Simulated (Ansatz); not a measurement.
An input for Ansatz 0.2.0 (TaAgO3 (R3c)):

```yaml
crystal:
  lattice:
    - [2.76405, 1.5958250116, 4.5719666667]
    - [-2.76405, 1.5958250116, 4.5719666667]
    - [0.0, -3.1916500231, 4.5719666667]
  atoms:
    - { symbol: Ta, position: [-0.0026385787, -0.0026385787, -0.0026385787] }
    - { symbol: Ta, position: [0.4973614213, 0.4973614213, 0.4973614213] }
    - { symbol: Ag, position: [0.249001027, 0.249001027, 0.249001027] }
    - { symbol: Ag, position: [0.749001027, 0.749001027, 0.749001027] }
    - { symbol: O, position: [0.8177770211, 0.6856263691, 0.2524341615] }
    - { symbol: O, position: [0.2524341615, 0.8177770211, 0.6856263691] }
    - { symbol: O, position: [0.6856263691, 0.2524341615, 0.8177770211] }
    - { symbol: O, position: [0.7524341615, 0.1856263691, 0.3177770211] }
    - { symbol: O, position: [0.1856263691, 0.3177770211, 0.7524341615] }
    - { symbol: O, position: [0.3177770211, 0.7524341615, 0.1856263691] }
kpoints:
  mp_grid: { grid: [4, 4, 4] }
  band_path:
    path:
      - [0.0, 0.0, 0.0]
      - [-0.5, -0.5, -0.5]
      - [-0.24788857, -0.75211143, -0.5]
      - [0.24788857, -0.5, -0.24788857]
      - [0.0, -0.5, 0.0]
      - [0.37394429, -0.37394429, 0.0]
      - [0.0, -0.62605571, -0.37394429]
      - [0.0, -0.5, -0.5]
      - [0.1666666667, 0.1666666667, -0.3333333333]
    npoints: 1
hamiltonian:
  xc: hse06
  pseudopotentials: { kind: paw, azcp: { folder: soft_1 } }
scf:
  occupations: { method: fixed }
  n_extra_bands: 7
output:
  eigenvalues: true
```

```sh
ansatz run input.yaml --threads 4 --pin off --max-ram 138240MiB --backend cuda --events-out ev --progress --plain --runs-dir out --devices 1 --max-vram 26GiB
```

**Question.** How long will it take on 1 × NVIDIA H100 80GB HBM3 (shared by 3 runs) with 4 threads of AMD EPYC 7R13 (Zen 3), shared host, and how much memory?

It took 29 s; on shared hardware allow 14 s to 58 s. Peak host memory was 1.5 GiB. The sizes that set the cost: 2361 plane waves a state, 13 irreducible k points and 16 SCF cycles.

Exact exchange couples every pair of k points and filled bands, so it costs far more than a semilocal run.

[Paths, hosts, dates, memory and timing lines, banners, echoed tables and standing remarks are left out of the program output.]

[Logs are printed without paths, hosts, clocks, repeated set-up lines and the standing remarks that a program may print on its own settings, such as how far it seeks lower states.]

[Runs of the session that timed out or met a known fault of the program may be left out.]

[Cells called generated may have been cut or substituted from an entry of the Crystallography Open Database or the Materials Project.]

[Hosts, paths, dates, database ids (printed as entryN), source tags and the programs' standing remarks are cut or masked in the printed files.]
